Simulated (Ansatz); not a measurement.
# What RbYbF3 (Pm-3m) distorts into

Which phase does RbYbF3 (Pm-3m) fall into along its unstable mode, and how much energy does it gain?

Main program and level: Ansatz 0.2.0; DFT PBEsol+U, scalar-relativistic, plane waves, PAW.

### Step 1. The starting structure

It takes space group Pm-3m (No. 221, cubic). The conventional cell has a = 4.542 Å, b = 4.542 Å, c = 4.542 Å, α = 90.00°, β = 90.00°, γ = 90.00°. Rb has 12 F at 3.21 Å nearest. Nearest to Yb lie 6 F at 2.27 Å. Nearest to F lie 2 Yb at 2.27 Å and 4 Rb at 3.21 Å. Farther neighbours, and contacts between anions beyond the nearest, are not listed.

### Step 2. The dispersion

Stability and thermal properties need the whole zone. Linear response on a 4×4×4 q mesh gives force constants as far as a supercell of that size would, and the tensors from the zone-centre run are typed in so that the long-range dipole term is interpolated apart.

input.yaml reads:

```yaml
crystal:
  lattice:
    - [4.5416503417, 0.0, 0.0]
    - [0.0, 4.5416503417, 0.0]
    - [0.0, 0.0, 4.5416503417]
  atoms:
    - { symbol: Rb, position: [0.0, 0.0, 0.0] }
    - { symbol: Yb, position: [0.5, 0.5, 0.5] }
    - { symbol: F, position: [0.0, 0.5, 0.5] }
    - { symbol: F, position: [0.5, 0.0, 0.5] }
    - { symbol: F, position: [0.5, 0.5, 0.0] }
kpoints:
  mp_grid: { grid: [8, 8, 8] }
hamiltonian:
  xc: pbesol
  hubbard: { sites: [{ species: Yb, l: f, u_eff: 6.0 }] }
scf:
  occupations: { method: fixed }
  convergence: { dr2_threshold: 1.0e-10 }
output:
  eigenvalues: true
phonons:
  method: dfpt
  qmesh: [4, 4, 4]
  temperatures: { t_max: 1000, t_step: 50 }
  qpath:
    path:
      - [[0.0, 0.0, 0.0], [0.0, 0.5, 0.0], [0.5, 0.5, 0.0], [0.0, 0.0, 0.0], [0.5, 0.5, 0.5], [0.0, 0.5, 0.0]]
      - [[0.5, 0.5, 0.5], [0.5, 0.5, 0.0]]
    npoints: 10
  non_analytic_term:
    high_frequency_dielectric_tensor: [[2.3275, 0.0, 0.0], [0.0, 2.3275, 0.0], [0.0, 0.0, 2.3275]]
    born_effective_charges:
      - { species: Rb, tensor: [[1.2475, 0.0, 0.0], [0.0, 1.2475, 0.0], [0.0, 0.0, 1.2475]] }
      - { species: Yb, tensor: [[2.4086, 0.0, 0.0], [0.0, 2.4086, 0.0], [0.0, 0.0, 2.4086]] }
      - { species: F, tensor: [[-1.8694, 0.0, 0.0], [0.0, -0.8934, 0.0], [0.0, 0.0, -0.8934]] }
      - { species: F, tensor: [[-0.8934, 0.0, 0.0], [0.0, -1.8694, 0.0], [0.0, 0.0, -0.8934]] }
      - { species: F, tensor: [[-0.8934, 0.0, 0.0], [0.0, -0.8934, 0.0], [0.0, 0.0, -1.8694]] }
    source: "zone-centre run at this cell"
```

The run is started by

```bash
$ ansatz run input.yaml --threads 8 --pin off --max-ram 14336MiB --backend cpu --events-out ev --progress --plain --runs-dir out
```

What it wrote:

```text
Rb: projections on atomic orbitals take those of the free atom [Ar 3d10] 4s2 4p6 5s1, of charge +0.00 (hamiltonian.pseudopotentials.projection_atoms); the dataset's partial waves leave at most 2.5e-6 of an orbital's norm unspanned inside its sphere
Yb: projections on atomic orbitals take those of the free atom [Kr 4d10] 4f14 5s2 5p6 5d0 6s2, of charge +0.00 (hamiltonian.pseudopotentials.projection_atoms); the dataset's partial waves leave at most 1.5e-4 of an orbital's norm unspanned inside its sphere
F: projections on atomic orbitals take those of the free atom [He] 2s2 2p5, of charge +0.00 (hamiltonian.pseudopotentials.projection_atoms); the dataset's partial waves leave at most 1.6e-8 of an orbital's norm unspanned inside its sphere
Engine: ansatz 0.2.0, x86_64-unknown-linux-gnu
Pseudopotentials: kind: paw
Pseudopotential: Rb, paw, valence charge 9, recommended cutoff 420 eV (normal), Rb.paw.azcp
Pseudopotential: Yb, paw, valence charge 24, recommended cutoff 420 eV (normal), Yb.paw.azcp
Pseudopotential: F, paw, valence charge 7, recommended cutoff 420 eV (normal), F.paw.azcp
Functional definition: PBEsol
  exchange = pbesol_x
  correlation = pbesol_c
Crystal: 5 atoms, lattice volume = 93.679 Å³
Basis set: ecut = 420 eV, 1839 PW (Γ), exchange–correlation on 64×64×64 points (8 copies of the dense FFT grid, shifted against one another)
Bands: 33, of which v1, the nominal top of the filled ones, is band 27 counted from 1 (26 counted from 0)
Symmetry: 48 space group operations
k-points: 35 of 512
Non-local potential: Rb, projectors of the file, l = 0: 3, l = 1: 2, l = 2: 2
Non-local potential: Yb, projectors of the file, l = 0: 3, l = 1: 2, l = 2: 2, l = 3: 3
Non-local potential: F, projectors of the file, l = 0: 2, l = 1: 2, l = 2: 1
PAW form: soft (Blöchl's): semilocal exchange-correlation on the pseudo side does not see the compensation charge
PAW frozen core: Rb, regenerated for the run's functional, and the local potential with it (the file was generated under x = pbe(κ = 0.804, μ = 0.219515), c = pbe(β = 0.066725))
PAW frozen core: Yb, regenerated for the run's functional, and the local potential with it (the file was generated under x = pbe(κ = 0.804, μ = 0.219515), c = pbe(β = 0.066725))
PAW frozen core: F, regenerated for the run's functional, and the local potential with it (the file was generated under x = pbe(κ = 0.804, μ = 0.219515), c = pbe(β = 0.066725))
PAW one-centre angular grid: Rb, 110 points (default); XC on 64 Gauss nodes
PAW one-centre angular grid: Yb, 590 points (default); XC on 64 Gauss nodes
PAW one-centre angular grid: F, 110 points (default); XC on 64 Gauss nodes
Initial density: superposition of atomic densities (chi_scale 0.1, normalization cell, long waves of neutral atoms under a Hubbard term (reshape's long-wave potential 0.01 eV rms, cloud 2.77 Å wide))
Initial wavefunctions: pseudopotential atomic-orbital guess
Functional: x = pbesol(κ = 0.804, μ = 0.123457), c = pbesol(β = 0.046)
SCF iter   1: F=—  HF=-19305.386544 eV  |F-HF|=—  |Δ(HF+E_count)|=         —  Δρ=9.74e-2  dr2=8.20e0  ethr=3.10e-3  ⟨swp⟩=5.7  Hψ=4609  notcnv=0  defer=106
preconditioner: auto → Resta (q_TF=auto, 2.489 Å⁻¹)  ε∞=4.8  [insulator: Δε(μ)=3.164 eV  Ē_g=13.965 eV  n_scr=26 (ndim 8)  ℏωp=27.1 eV  f_vac=0.019  ε∞_Penn≈4.8]
SCF iter   2: F=—  HF=-19303.536594 eV  |F-HF|=—  |Δ(HF+E_count)|=    1.85e0  Δρ=3.35e-2  dr2=1.27e0  ethr=3.10e-3  ⟨swp⟩=4.1  Hψ=3236  notcnv=0  defer=112
SCF iter   3: F=—  HF=-19303.020594 eV  |F-HF|=—  |Δ(HF+E_count)|=   5.16e-1  Δρ=2.85e-2  dr2=9.84e-1  ethr=2.34e-3  ⟨swp⟩=3.3  Hψ=2819  notcnv=0  defer=112
SCF iter   4: F=—  HF=-19302.738210 eV  |F-HF|=—  |Δ(HF+E_count)|=   2.82e-1  Δρ=1.56e-2  dr2=2.94e-1  ethr=1.82e-3  ⟨swp⟩=3.6  Hψ=2530  notcnv=0  defer=124
SCF iter   5: F=—  HF=-19302.664650 eV  |F-HF|=—  |Δ(HF+E_count)|=   7.36e-2  Δρ=5.43e-3  dr2=3.62e-2  ethr=5.44e-4  ⟨swp⟩=3.1  Hψ=2265  notcnv=0  defer=127
SCF iter   6: F=—  HF=-19302.673415 eV  |F-HF|=—  |Δ(HF+E_count)|=   8.77e-3  Δρ=1.42e-3  dr2=2.61e-3  ethr=6.71e-5  ⟨swp⟩=3.0  Hψ=2176  notcnv=0  defer=128
SCF iter   7: F=—  HF=-19302.674165 eV  |F-HF|=—  |Δ(HF+E_count)|=   7.50e-4  Δρ=2.72e-4  dr2=6.99e-5  ethr=4.84e-6  ⟨swp⟩=2.9  Hψ=2153  notcnv=0  defer=131
SCF iter   8: F=—  HF=-19302.674269 eV  |F-HF|=—  |Δ(HF+E_count)|=   1.04e-4  Δρ=8.29e-5  dr2=5.03e-6  ethr=1.29e-7  ⟨swp⟩=2.5  Hψ=2242  notcnv=0  defer=133
SCF iter   9: F=—  HF=-19302.674283 eV  |F-HF|=—  |Δ(HF+E_count)|=   1.35e-5  Δρ=1.67e-5  dr2=2.10e-7  ethr=9.32e-9  ⟨swp⟩=2.0  Hψ=2100  notcnv=0  defer=115
SCF iter  10: F=—  HF=-19302.674283 eV  |F-HF|=—  |Δ(HF+E_count)|=   5.13e-7  Δρ=3.89e-6  dr2=1.14e-8  ethr=3.88e-10  ⟨swp⟩=2.0  Hψ=2041  notcnv=0  defer=119
SCF iter  11: F=—  HF=-19302.674283 eV  |F-HF|=—  |Δ(HF+E_count)|=   4.10e-8  Δρ=2.02e-6  dr2=3.03e-9  ethr=2.12e-11  ⟨swp⟩=2.2  Hψ=2154  notcnv=0  defer=118
SCF iter  12: F=—  HF=-19302.674283 eV  |F-HF|=—  |Δ(HF+E_count)|=  9.39e-10  Δρ=9.00e-7  dr2=5.27e-10  ethr=5.62e-12  ⟨swp⟩=2.9  Hψ=2205  notcnv=0  defer=118
SCF iter  13: F=-19302.674283 eV  HF=-19302.674283 eV  |F-HF|=5.82e-11  |Δ(HF+E_count)|=  2.33e-10  Δρ=1.69e-7  dr2=2.71e-11  ethr=1.00e-12  ⟨swp⟩=16.9  Hψ=9922  notcnv=0
SCF 1 converged in 13 iterations: F = -19302.674283 eV  dr2 = 2.71e-11
  greatest PAW one-centre occupation: 0.996 electrons in one spin orbital (limit 2), on the Yb atom at site 1 (counted from 0), in its partial waves of l = 0
NSCF: frozen V_eff on 35 k-points
NSCF: frozen V_eff on 35 k-points
DFPT response loops at q = (0, 0, 0) (fractional): preconditioner auto → Resta (q_TF=auto, 2.489 Å⁻¹)  ε∞=7.6 (no band partly filled); β = 1.00, the filter's whole step (`scf.mixing.beta` (0.50) is not read by the response loops at its default; to damp them type it under 1.00, their step now; it binds the ground state too); Anderson in place of MSR1; while a model of the screening serves, it and β = 1 on shorter waves in the place of filter and β
NSCF: frozen V_eff on 240 k-points
DFPT response loops at q = (0, 0, 0.25) (fractional): mixed as the last ones told, above
NSCF: frozen V_eff on 150 k-points
DFPT response loops at q = (0, 0, -0.5) (fractional): mixed as the last ones told, above
NSCF: frozen V_eff on 360 k-points
DFPT response loops at q = (0, 0.25, 0.25) (fractional): mixed as the last ones told, above
NSCF: frozen V_eff on 400 k-points
DFPT response loops at q = (0, 0.25, -0.5) (fractional): mixed as the last ones told, above
NSCF: frozen V_eff on 150 k-points
DFPT response loops at q = (0, -0.5, -0.5) (fractional): mixed as the last ones told, above
NSCF: frozen V_eff on 240 k-points
DFPT response loops at q = (0.25, 0.25, 0.25) (fractional): mixed as the last ones told, above
NSCF: frozen V_eff on 360 k-points
DFPT response loops at q = (0.25, 0.25, -0.5) (fractional): mixed as the last ones told, above
NSCF: frozen V_eff on 240 k-points
DFPT response loops at q = (0.25, -0.5, -0.5) (fractional): mixed as the last ones told, above
NSCF: frozen V_eff on 70 k-points
DFPT response loops at q = (-0.5, -0.5, -0.5) (fractional): mixed as the last ones told, above
SCF converged after 13 iterations
Free energy (F): -19302.674283 eV
Harris-Foulkes:  -19302.674283 eV  (|F-HF|=5.82e-11)
Internal energy: -19302.674283 eV  (E = F + TS)
E sigma→0 (E₀):  -19302.674283 eV
Fermi energy:    7.989222 eV
--- Per-component energies (eV) ---
  E_band       = -174.343523
  E_kinetic    = 1165.308519
  E_local      = -9663.255391  (includes V_loc(G=0)·N_el)
  E_nonlocal   = 969.394884
  E_hartree    = 4088.981377
  E_xc         = -527.350109
  E_vxc        = -643.438120  (∫ρ·V_xc dr)
  E_hubbard    = 0.055519  (on-site DFT+U / exact-exchange correction)
  E_vhub       = -41.833335  (the Hubbard potential's part of the band-sum identity)
  E_paw        = -10397.791061  (= ΣΔE_a)
  E_vpaw       = -138.488720  (= ΣTr[D̂ρ^β])
  E_aug_tail   = 0.006137  (compensation charges beyond the density's cutoff)
  E_ewald      = -4939.404351
  E_core_change = 1.380193  (= ΣΔE_core)
  E_smearing   = -0.000000  (= −TS)
  E_closure    = -0.000000  (closes the sum)
  Σ components = -19302.674283   (vs F -19302.674283, Δ=0.00e0)
--- Band table (eV; the first three rows and the last of 35) ---
  k-point 0: bands = [... 23 lower, 7.8272, 7.9892, 7.9892, 7.9892, 9.0323, 11.8364, 11.8364, 12.3379, ... 2 higher]
  k-point 1: bands = [... 23 lower, 7.8266, 7.9609, 7.9821, 7.9821, 9.2611, 11.9525, 11.9693, 12.4156, ... 2 higher]
  k-point 2: bands = [... 23 lower, 7.8253, 7.9080, 7.9688, 7.9688, 9.8641, 12.2412, 12.2549, 12.6335, ... 2 higher]
  k-point 34: bands = [... 23 lower, 7.7228, 7.7820, 7.7820, 7.7820, 12.5727, 12.5727, 12.5727, 13.9373, ... 2 higher]
Occupation matrices written to <dir>
--- Phonons (Γ-DFPT): 4 representative perturbations + reference (Σ response iterations 28) ---
  ASR residual: 9.550e-4 → 0.000e0 eV/Å²; symmetrization residual: 5.990e-8 eV/Å²
  ASR residual per site (eV/Å²): 2.91e-5 7.29e-4 9.55e-4 9.55e-4 9.55e-4
  Γ frequencies (cm⁻¹): -21.11 -21.11 -21.11 0.00 0.00 0.00 33.16 33.16 33.16 104.79 104.79 104.79 361.69 361.69 361.69
--- Phonons (arbitrary-q DFPT): 10 irreducible q on the 4×4×4 mesh ---
  q = [0.0000, 0.0000, 0.0000] (star 1, of the zone-centre solve; hermiticity 1.42e-8, symmetrization 4.26e-12): -21.11 -21.11 -21.11 0.00 0.00 0.00 33.16 33.16 33.16 104.79 104.79 104.79 361.69 361.69 361.69
  q = [0.0000, 0.0000, 0.2500] (star 6, 9 solved perturbations in 880 linear systems a pass and spin channel, the states on 120 of 512 k-point pairs; hermiticity 2.02e-8, symmetrization 1.79e-12): 3.63 3.63 17.36 17.36 48.23 61.90 61.90 63.50 91.13 102.52 102.52 179.45 361.11 361.11 434.42
  q = [0.0000, 0.0000, -0.5000] (star 3, 9 solved perturbations in 550 linear systems a pass and spin channel, the states on 75 of 512 k-point pairs; hermiticity 1.91e-8, symmetrization 5.14e-12): 19.18 19.18 22.63 22.63 59.32 77.56 83.61 83.61 98.78 98.78 109.79 191.65 360.50 360.50 443.43
  q = [0.0000, 0.2500, 0.2500] (star 12, 9 solved perturbations in 1360 linear systems a pass and spin channel, the states on 180 of 512 k-point pairs; hermiticity 1.01e-8, symmetrization 8.06e-13): -43.60 -21.61 20.88 40.85 41.29 70.93 73.10 81.96 100.86 108.65 128.17 183.85 360.50 376.65 444.14
  q = [0.0000, 0.2500, -0.5000] (star 12, 15 solved perturbations in 1600 linear systems a pass and spin channel, the states on 200 of 512 k-point pairs; hermiticity 1.67e-8, symmetrization 1.78e-13): -55.56 -5.72 22.83 28.77 47.50 76.31 88.93 93.89 98.08 127.66 140.53 190.99 359.88 380.94 453.67
  q = [0.0000, -0.5000, -0.5000] (star 3, 9 solved perturbations in 550 linear systems a pass and spin channel, the states on 75 of 512 k-point pairs; hermiticity 1.23e-8, symmetrization 2.83e-13): -79.30 -29.18 -29.18 33.91 58.69 92.52 92.52 97.35 97.35 153.44 153.44 191.24 359.24 390.96 464.32
  q = [0.2500, 0.2500, 0.2500] (star 8, 4 solved perturbations in 808 linear systems a pass and spin channel, the states on 120 of 512 k-point pairs; hermiticity 8.26e-9, symmetrization 4.51e-13): -51.80 -32.22 -32.22 30.00 30.00 46.19 100.72 104.21 104.21 137.66 137.66 182.64 376.34 376.34 453.14
  q = [0.2500, 0.2500, -0.5000] (star 12, 9 solved perturbations in 1360 linear systems a pass and spin channel, the states on 180 of 512 k-point pairs; hermiticity 1.05e-8, symmetrization 4.20e-12): -62.19 -45.89 -33.08 25.31 31.72 42.49 101.10 107.43 132.64 146.02 149.25 185.66 376.03 383.21 462.21
  q = [0.2500, -0.5000, -0.5000] (star 6, 9 solved perturbations in 880 linear systems a pass and spin channel, the states on 120 of 512 k-point pairs; hermiticity 1.39e-8, symmetrization 1.53e-13): -80.21 -55.17 -55.17 32.06 32.06 32.11 105.32 132.50 132.50 161.80 161.80 182.06 378.60 390.83 471.10
  q = [-0.5000, -0.5000, -0.5000] (star 1, 4 solved perturbations in 215 linear systems a pass and spin channel, the states on 35 of 512 k-point pairs; hermiticity 9.91e-9, symmetrization 1.23e-11): -81.10 -81.10 -81.10 28.14 28.14 28.14 136.21 136.21 136.21 172.98 172.98 172.98 390.70 390.70 478.33
  sum rule: each row above includes the acoustic sum rule's correction from the zone centre's row sums; it moved no ω² by more than (3.70 cm⁻¹)²
  mesh force constants: q→R imaginary residual 8.18e-19; ASR residual 9.550e-4 → 0.000e0 eV/Å²; symmetrization residual 1.243e-14 eV/Å²
  interpolated dispersion: 63 rows × 15 modes
  density of states and harmonic sums: on the 16×16×16 q-mesh, interpolated from the force constants of a 4×4×4 supercell (with the dipole–dipole term of supplied tensors)
  largest difference from the sums on the solved wave vectors: F 1.63e-3 eV, S 7.95e-6 and C_V 4.02e-6 eV/K
  zero-point energy: 0.129335 eV/cell   skipped modes (ω ≤ 0): 364, of them read as no rigid motion or as one in doubt: 361 (2.203e0 modes/cell left out, lowest -81.10 cm⁻¹)   left out of the sums: 1.47e-1 of the cell's modes: C_V's classical limit lies that fraction below 3 k_B per atom; for a crystal, a wire or a layer, F and S can be off by more, and a phonons.interpolated_qmesh denser along its periods is the remedy for the sampling
```

It took 8.4 min on 8 threads of Intel Xeon Platinum 8488C (Sapphire Rapids), shared host; peak memory 5.9 GiB; 56 min of CPU time.

Numbers from this step:

| Property | Result |
| --- | --- |
| gap on the k-mesh | 1.043 eV |
| volume per atom | 18.74 Å³ |
| sum-rule residual before enforcement | 9.55e-4 eV/Å² |
| lowest frequency on the path | -81.10 cm⁻¹ |
| point group | m-3m |
| highest frequency on path, mesh or solved points | 478.3 cm⁻¹ |
| highest optical mode at the zone centre (no LO-TO term) | 361.7 cm⁻¹ |
| lowest optical zone-centre mode | -21.11 cm⁻¹ |
| lowest mode on the q mesh (acoustic modes at Γ apart) | -81.1 cm⁻¹ |

Frequencies (cm⁻¹) solved at each irreducible wavevector; negative means imaginary. Frequencies by wavevector, by row:

```csv
q in reciprocal lattice units,star,mode 1,mode 2,mode 3,mode 4,mode 13,mode 14,mode 15
0 0 0,1,-21.1,-21.1,-21.1,0,361.7,361.7,361.7
0 0 0.25,6,3.6,3.6,17.4,17.4,361.1,361.1,434.4
0 0 -0.5,3,19.2,19.2,22.6,22.6,360.5,360.5,443.4
0 0.25 0.25,12,-43.6,-21.6,20.9,40.9,360.5,376.6,444.1
0 0.25 -0.5,12,-55.6,-5.7,22.8,28.8,359.9,380.9,453.7
0 -0.5 -0.5,3,-79.3,-29.2,-29.2,33.9,359.2,391,464.3
0.25 0.25 0.25,8,-51.8,-32.2,-32.2,30,376.3,376.3,453.1
0.25 0.25 -0.5,12,-62.2,-45.9,-33.1,25.3,376,383.2,462.2
0.25 -0.5 -0.5,6,-80.2,-55.2,-55.2,32.1,378.6,390.8,471.1
-0.5 -0.5 -0.5,1,-81.1,-81.1,-81.1,28.1,390.7,390.7,478.3
```

Interpolated from a 4×4×4 q mesh, with the LO-TO term (at Γ the limit along the path). The phonon branches at the labelled points (cm⁻¹):

```csv
point,branch 1,branch 2,branch 3,branch 4,branch 12,branch 13,branch 14,branch 15
Γ,-21,-21,0,0,169,362,362,424
halfway,4,4,17,17,180,361,361,434
X,19,19,23,23,192,360,360,443
halfway,-56,-6,23,29,191,360,381,454
M,-79,-29,-29,34,191,359,391,464
halfway,-44,-22,21,41,184,360,377,444
Γ,-21,-21,0,0,169,362,362,424
halfway,-52,-32,-32,30,183,376,376,453
R,-81,-81,-81,28,173,391,391,478
halfway,-62,-46,-33,25,186,376,383,462
X,19,19,23,23,192,360,360,443
jump to R,-81,-81,-81,28,173,391,391,478
halfway,-80,-55,-55,32,182,379,391,471
M,-79,-29,-29,34,191,359,391,464
```

Symmetry leaves 10 wavevectors to solve. The lowest mode among them, the acoustic zeros apart, lies at q = (-0.5, -0.5, -0.5) and is imaginary, 81.1i cm⁻¹, so the energy falls along it.

### Step 3. The mode frozen in, largest atomic shift 0 Å

The mode followed lies at q = (-0.5, -0.5, -0.5) with frequency 81.1i cm⁻¹ and is 3-fold degenerate, the softest among the wavevectors solved. At small amplitude the pattern taken leaves space group no. 167 by a symmetry search on the positions. The undistorted cell that holds it gives the zero of energy on the same k mesh.

System of this step: RbYbF3. The structure is cubic, space group Pm-3m (No. 221). The conventional cell has a = 4.542 Å, b = 4.542 Å, c = 4.542 Å, α = 90.00°, β = 90.00°, γ = 90.00°. Nearest to Rb lie 12 F at 3.21 Å. Yb has 6 F at 2.27 Å nearest. Nearest to F lie 2 Yb at 2.27 Å and 4 Rb at 3.21 Å. Farther neighbours, and contacts between anions beyond the nearest, are not listed.

input.yaml reads:

```yaml
crystal:
  lattice:
    - [4.5416503417, 4.5416503417, 0.0]
    - [4.5416503417, 0.0, 4.5416503417]
    - [4.5416503417, 0.0, -4.5416503417]
  atoms:
    - { symbol: Rb, position: [0.0, 0.5, 0.5] }
    - { symbol: Rb, position: [0.0, 0.0, 0.0] }
    - { symbol: Yb, position: [0.5, 0.25, 0.75] }
    - { symbol: Yb, position: [0.5, 0.75, 0.25] }
    - { symbol: F, position: [0.5, 0.0, 0.5] }
    - { symbol: F, position: [0.5, 0.5, 0.0] }
    - { symbol: F, position: [0.0, 0.5, 0.0] }
    - { symbol: F, position: [0.0, 0.0, 0.5] }
    - { symbol: F, position: [0.5, 0.5, 0.5] }
    - { symbol: F, position: [0.5, 0.0, 0.0] }
kpoints:
  mp_grid: { grid: [6, 6, 6] }
hamiltonian:
  xc: pbesol
  hubbard: { sites: [{ species: Yb, l: f, u_eff: 6.0 }] }
scf:
  occupations: { method: gaussian, width: 0.02 }
output:
  forces: true
  stress: true
  eigenvalues: true
```

What it wrote:

```text
[...]
Crystal: 10 atoms, lattice volume = 187.357 Å³
Basis set: ecut = 420 eV, 3695 PW (Γ), exchange–correlation on 90×90×90 points (8 copies of the dense FFT grid, shifted against one another)
Bands: 65, of which v1, the nominal top of the filled ones, is band 54 counted from 1 (53 counted from 0)
Symmetry: 96 space group operations
[...]
k-points: 16 of 216
[...]
k-point 0: bands = [... 50 lower, 7.8269, 7.9889, 7.9889, 7.9889, 9.0323, 11.8365, 11.8365, 12.3379, ... 7 higher]
  k-point 1: bands = [... 50 lower, 7.8206, 7.9647, 7.9707, 7.9707, 9.3360, 12.0062, 12.0062, 12.4407, ... 7 higher]
  k-point 2: bands = [... 50 lower, 7.8242, 7.9133, 7.9253, 7.9253, 10.1196, 12.0693, 12.4563, 12.4563, ... 7 higher]
  k-point 15: bands = [... 50 lower, 7.8630, 7.9151, 7.9166, 7.9402, 11.5287, 12.0354, 12.0672, 12.1168, ... 7 higher]
Occupation matrices written to <dir>
[key lines of the parts left out:]
SCF converged after 10 iterations
Free energy (F): -38605.348720 eV
Fermi energy:    8.510828 eV
P = ⅓ Tr σ = 0.0012 GPa (0.012 kbar)
```

Elapsed: 2.1 s, on 8 threads; peak memory 1 GiB.

Read from the output:

| Item | Value |
| --- | --- |
| pressure | 0.001203 GPa |
| energy from the undistorted cell | 0 meV/atom |

At this level the gap is 1.04 eV on the k-mesh of the self-consistent run, which can miss the band edges.

(Continued in part 2 of 3.)

[Long decimals in the printed logs are rounded to 6 places.]

[Logs are printed without paths, hosts, clocks, repeated set-up lines and the standing remarks that a program may print on its own settings, such as how far it seeks lower states.]

[Hosts, paths, dates, database ids (printed as entryN), source tags and the programs' standing remarks are cut or masked in the printed files.]

[Where the starting crystal was built by hand or by swapping elements, it need not be the compound's stable phase.]
